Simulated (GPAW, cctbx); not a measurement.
# Bonding in TiCr2Sn6 as X-rays see it

Aim: compute the bonding part of the density of TiCr2Sn6, find which reflections carry it, and see how it biases an ordinary refinement.

The start was made by putting kin elements into a known structure type; the compound need not exist, or be stable, in this form. All numbers below are calculated.

## Step 1: Find the equilibrium geometry

The density hangs on the geometry, so cell and atoms are relaxed first, with the symmetry held. The cutoff is set higher than for the density because stress converges slowly with plane waves.

Settings: GPAW 26.7.0, PBE, 570 eV, 4×4×3 k-points (along the axes of the calculation cell), Fermi–Dirac width 0.1 eV, spin-polarised, BFGS to 0.03 eV/Å.

```text
cell
1.0
     2.671500000   -4.554000000    0.000000000
     2.671500000    4.554000000    0.000000000
     0.000000000    0.000000000    7.433000000
Sn Cr Ti
6 2 1
Direct
0.324800000 0.156000000 0.842100000
0.844000000 0.675200000 0.157900000
0.832400000 0.167600000 0.500000000
0.675200000 0.844000000 0.842100000
0.156000000 0.324800000 0.157900000
0.167600000 0.832400000 0.500000000
0.000000000 0.500000000 0.825700000
0.500000000 0.000000000 0.174300000
0.500000000 0.500000000 0.500000000
```

```console
$ OMP_NUM_THREADS=1 mpirun -n 4 gpaw python run.py > gpaw.log
```

```text
BFGS:    0      -48.304419        1.073786
BFGS:    1      -48.373748        0.848919
BFGS:    2      -48.526356        0.356099
BFGS:    3      -48.541890        0.326591
...
BFGS:   11      -48.601026        0.046167
BFGS:   12      -48.601316        0.034884
BFGS:   13      -48.601381        0.027115
cell  5.3781 5.3781 7.5530  90.00 90.00 119.46
volume 190.218 A^3, largest force 0.027 eV/A, largest stress 0.12 GPa
```

After 13 steps the volume has changed by +5.2 % and the energy by -0.297 eV; the largest stress left is 0.12 GPa. It took 35 min on 4 cores of Arm Neoverse N1 (shared host), peak memory 2.1 GiB.

Relaxed structure: C222 (no. 21), a = 5.4220 Å, b = 9.2898 Å, c = 7.5530 Å, α = 90.00°, β = 90.00°, γ = 90.00°.

```csv
atom,mult.,x,y,z
Sn1,8,0.2569,0.9137,0.8349
Sn2,4,1/2,0.6702,1/2
Cr1,4,3/4,3/4,0.8307
Ti1,2,1/2,0,1/2
```

## Step 2: Density and charge transfer

X-rays see the whole electron density, so the PAW density is rebuilt with its core regions. Subtracting spherical free atoms from the same code cancels the cores and leaves the deformation density Δρ, the part due to bonding.

Settings: PBE, 450 eV, 5×5×3 k-points (along the axes of the calculation cell), Fermi–Dirac width 0.1 eV, spin-polarised; primitive cell of 9 atoms.

```console
$ OMP_NUM_THREADS=1 mpirun -n 4 gpaw python run.py > gpaw.log
```

```text
|iter:   1|       0s |  -54.115741 | +0.03 |       |  +5.9814|
|iter:   2|      12s |  -48.868574 | -1.19 | -0.92 |  +5.8490|
|iter:   3|      23s |  -48.341570 | -2.17 | -1.20 |  +5.8017|
...
|iter:  16|     172s |  -48.219980c| -6.52 | -4.05c|  +5.0336|
|iter:  17|     184s |  -48.220000c| -7.08 | -4.27c|  +5.0297|
|iter:  18|     195s |  -48.220003c| -7.52c| -4.52c|  +5.0283|
```

```text
grid (54, 54, 80)  electrons 370.000  moved by bonding 1.539 e
deformation density beyond 0.5 A of the nuclei: max 0.084, min -0.157 e/A^3
atom        x       y       z   Voronoi charge  moment
Sn1    0.3432  0.1705  0.8349     -0.005      -0.06
Sn2    0.8295  0.6568  0.1651     -0.005      -0.06
Sn3    0.8298  0.1702  0.5000      0.011      -0.05
Sn4    0.6568  0.8295  0.8349     -0.005      -0.06
Sn5    0.1705  0.3432  0.1651     -0.005      -0.06
Sn6    0.1702  0.8298  0.5000      0.011      -0.05
Cr7    0.0000  0.5000  0.8307      0.040       2.83
Cr8    0.5000  0.0000  0.1693      0.040       2.83
Ti9    0.5000  0.5000  0.5000     -0.082      -0.37
mean inner potential of superposed free atoms 22.027 V
total magnetic moment 5.028 muB
```

Deformation density in a plane through the shortest contact of the Sn atom at the origin, in 0.01 e/Å³ (clipped at ±99); x from -1.6 to 4.5 Å, y from 2.4 down to -2.4 Å:

```text
  0   1   0  -2  -2   4   4  -2  -1   1   2  -1  -3  -2  -3  -2
 -2   1   1   0   0   2   0  -2  -1   1   2   1   0  -2  -1   0
 -2   1   2   2   2   2   1   0   0   1   1   2   2   2   2   1
 -1   2   2   1   1   2   2   2   1   1   0   0   1   2   2   1
  1   3   1  -3  -3  -2   1   2   2  -1  -4  -5  -3   0   2   2
  2   2  -2  -2   .  -3  -2   2   2  -2  -7   .  -7  -3   1   2
  2   0  -3   .   .   .  -3   2   2  -2   .   .   .  -3   0   1
  0  -1  -4  -2   .  -3  -2   2   2  -2  -8   .  -9  -3   0   1
  0  -1  -2  -3  -3  -4  -1   1   1   0  -3  -4  -4   0   2   2
 -1   0   0   1   0  -1  -1   0   1   1   1   0   1   2   2   1
  0   0   1   2   1   0  -1   0   1   1   2   2   2   2   1   0
  1  -1  -1   0   0   0   0  -1  -1  -2  -1   1   2   2   0  -2
 -1  -4  -3  -3  -2   0   1  -1  -3  -2  -3  -3   1   1  -1  -2
```

Atoms in or within 0.15 Å of the plane: Sn (0.0, 0.0), Cr (2.9, 0.0) Å. Dots mark points within about 0.45 Å of a nucleus; large values next to them are atomic features.

Ti gains most (-0.08 e) and Cr loses most (+0.04 e), in averages over each element's sites, which isn't the order of electronegativity: valence and coordination count too, and Voronoi cells cut space at the midplane whatever the atoms' sizes. Along the shortest contact from the Sn atom at the map's origin, Sn–Cr at 2.94 Å, Δρ is +0.03 e/Å³ at the midpoint: little piles up between the atoms, as is usual in a metallic crystal, which this run finds. At the midpoints of other shortest contacts it is +0.03 (Sn–Ti, 2.96 Å) e/Å³. Point values carry grid noise of about 0.01 e/Å³. The cell's moment is 5.03 μB; the largest inside an atomic sphere is 2.83 μB. The run needed 18 iterations, 3.8 min.

## Step 3: Structure factors

The Fourier components of Δρ, added to those of the free atoms, give the static X-ray structure factors; the Mott–Bethe relation turns them into the Fourier components V of the potential that fast electrons feel.

```text
static structure factors of the conventional cell: F in electrons, V (Mott-Bethe) in volts
   h  k  l      d  |F| table  |F| free   |F| DFT   change   |V| free  |V| DFT  change %
   0  0  1  7.5530     6.461     6.340     6.102   -0.238     0.214    0.050    -76.5
   1  1  0  4.6828    36.465    36.428    36.146   -0.283     0.246    0.321     30.4
   0  2  0  4.6449    24.882    25.191    25.509    0.318     0.523    0.441    -15.8
   1  1  1  3.9799   102.734   103.016   102.999   -0.017     1.549    1.548     -0.1
   0  2  1  3.9566   103.932   104.133   103.974   -0.159     1.473    1.503      2.0
   0  0  2  3.7765     1.049     0.871     0.538   -0.333     0.177    0.119    -32.4
   1  1  2  2.9397   101.441   101.843   102.208    0.365     1.432    1.392     -2.8
   0  2  2  2.9302    91.587    91.940    92.265    0.325     1.143    1.109     -2.9
   2  0  0  2.7110   205.844   205.494   204.839   -0.655     3.986    4.044      1.5
   1  3  0  2.6890   196.327   196.237   195.996   -0.241     4.037    4.058      0.5
   2  0  1  2.5516   394.575   394.236   393.454   -0.782     7.768    7.830      0.8
   1  3  1  2.5332   393.400   392.987   392.099   -0.888     7.673    7.742      0.9
   0  0  3  2.5177   589.832   589.244   587.510   -1.734    11.490   11.623      1.2
   2  2  0  2.3414   129.618   130.125   130.954    0.829     1.553    1.499     -3.5
```

The largest X-ray change is -1.73 e on 003, 0.3 % of |F|. For electrons V goes as (Z − F)/g², so a change of F counts against Z − F, which is small at low angle and wherever the atoms' terms cancel: |V| of 001 moves by -76.5 % (0.21 to 0.05 V) against -3.8 % in |F|. These compare absolute values; so weak a component may also change sign. The last three rows still change by up to 1.73 e; the table stops while the angles are still low. The tabulated Hartree–Fock atoms differ from the free DFT atoms by up to 0.59 e, so the choice of reference atom matters too.

## Step 4: Which functional?

The same geometry is run with other functionals, to see whether the bonding signal is larger than the spread between approximations. Free atoms are LDA for LDA and PBE otherwise. Any other changed setting is in the row's label.

```csv
run,ΔF 131 (e),ΔF 201 (e),ΔF 200 (e),q(Ti) (e),moved (e),time
PBE,-0.888,-0.782,-0.655,-0.082,1.539,3.8 min
LDA,-0.871,-0.751,-0.648,-0.070,1.485,4.4 min
revPBE,-0.881,-0.782,-0.648,-0.083,1.578,3.6 min
```

At the base's settings ΔF(131) spans -0.888 to -0.871 e, a spread of 2 % of the PBE value; over the three listed reflections the spread is at most 4 %, so sign and size hold across the functionals. Times are from shared hosts.

## Step 5: What a spherical-atom refinement makes of it

Routine crystallography fits spherical atoms. To see the bias, intensities are simulated from tabulated atoms plus the DFT change ΔF, so that bonding alone can misfit (12458 reflections of the full sphere, merged to the counts below, to 0.4 Å, 0.5 % proportional noise plus counting noise, assumed isotropic U as listed, Δρ smeared by the mean U) and refined with cctbx over different ranges.

| range | data | R1 | GooF | U Sn1 (true 0.007) | U Sn2 (true 0.007) | U Cr1 (true 0.0092) | U Ti1 (true 0.0094) | largest shift (Å) | Δρ max, min (e/Å³) |
| --- | --- | --- | --- | --- | --- | --- | --- | --- | --- |
| all data | 3132 | 0.0102 | 0.93 | 0.0070 | 0.0070 | 0.0092 | 0.0095 | 0.0002 | 0.62, -0.81 |
| low resolution, d > 0.84 | 340 | 0.0048 | 0.94 | 0.0069 | 0.0069 | 0.0091 | 0.0092 | 0.0002 | 0.23, -0.17 |
| high order, d < 0.75 | 2650 | 0.0121 | 0.92 | 0.0070 | 0.0070 | 0.0092 | 0.0095 | 0.0003 | 0.49, -0.67 |
| occupancies free, d > 0.7 | 590 | 0.0057 | 0.93 | 0.0070 | 0.0070 | 0.0090 | 0.0093 | 0.0002 | 0.24, -0.27 |

With all data GooF is 0.93, so at this noise the bonding hardly shows; the top residual peak, near noise level, lies 1.79 Å from Sn and 1.79 Å from Sn. No U is off by more than 3 s.u. at low resolution. With Sn1 held at 1 and the scale free, the other occupancies refine to Sn2 1.001(0.001), Cr1 0.996(0.002) and Ti1 1.000(0.004), within three s.u. of full.

## Step 6: Answer

Bonding moves 1.54 e in the primitive cell of TiCr2Sn6 and changes the structure factors of the conventional cell in the table above by at most 1.73 e (003, 0.3 %), and among reflections above 2 % of the strongest by up to 1.3 % (020). The shortest bond, Sn–Cr, has Δρ = +0.03 e/Å³ at its midpoint, with no localised bond charge. At the base's settings ΔF(131) spans -0.888 to -0.871 e, a spread of 2 % of the PBE value; over the three listed reflections the spread is at most 4 %, so sign and size hold across the functionals. With all data GooF is 0.93, so at this noise the bonding hardly shows. Limits: static density, frozen cores, no spin–orbit coupling; a ferromagnetic start is the only order tried, and the real ground state may be antiferromagnetic or insulating.

[Outputs are excerpts: Python notices, other lines and further rows are left out; steps that failed or that the build refused (PBEsol, TPSS) are not shown.]

[Logs are printed without paths, hosts, clocks, repeated set-up lines and the standing remarks that a program may print on its own settings, such as how far it seeks lower states.]
